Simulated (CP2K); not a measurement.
Two runs for the Cl L₂,₃ edge of chloroform. Run A: CP2K XAS_TDP, all-electron GAPW, PBEh(45%), aug-pc-2, TDA, ZORA, spin–orbit coupling. Run B differs in one setting.

First lines with a strength over 0.0003. A:

```tsv
atom	energy (eV)	states	strength, one atom
Cl1 (bonded to C), 3 alike	198.51	2	0.0089
	198.89	1	0.0003
	200.03	2	0.0062
	200.46	1	0.0006
	201.75	1	0.0006
```

B:

```tsv
atom	energy (eV)	states	strength, one atom
Cl1 (bonded to C), 3 alike	198.59	2	0.0093
	200.11	2	0.0066
	200.56	1	0.0004
	201.97	1	0.0006
	201.99	1	0.0009
```

Q: Which was it: the functional, the basis, GW2X switched on?

The basis (basis from aug-pc-2 to pc-2; the lines alone don't name the new value). A basis moves diffuse and continuum lines far more than the leading valence line. The lowest line over the strength cut lies at 198.59 eV, against 198.51 eV (PBEh(45%), aug-pc-2).

[Banner, clock and machine lines of the logs are left out without a mark of their own.]

[Logs are printed without paths, hosts, clocks, repeated set-up lines and the standing remarks that a program may print on its own settings, such as how far it seeks lower states.]

[Hosts, paths, dates, database ids (printed as entryN), source tags and the programs' standing remarks are cut or masked in the printed files.]
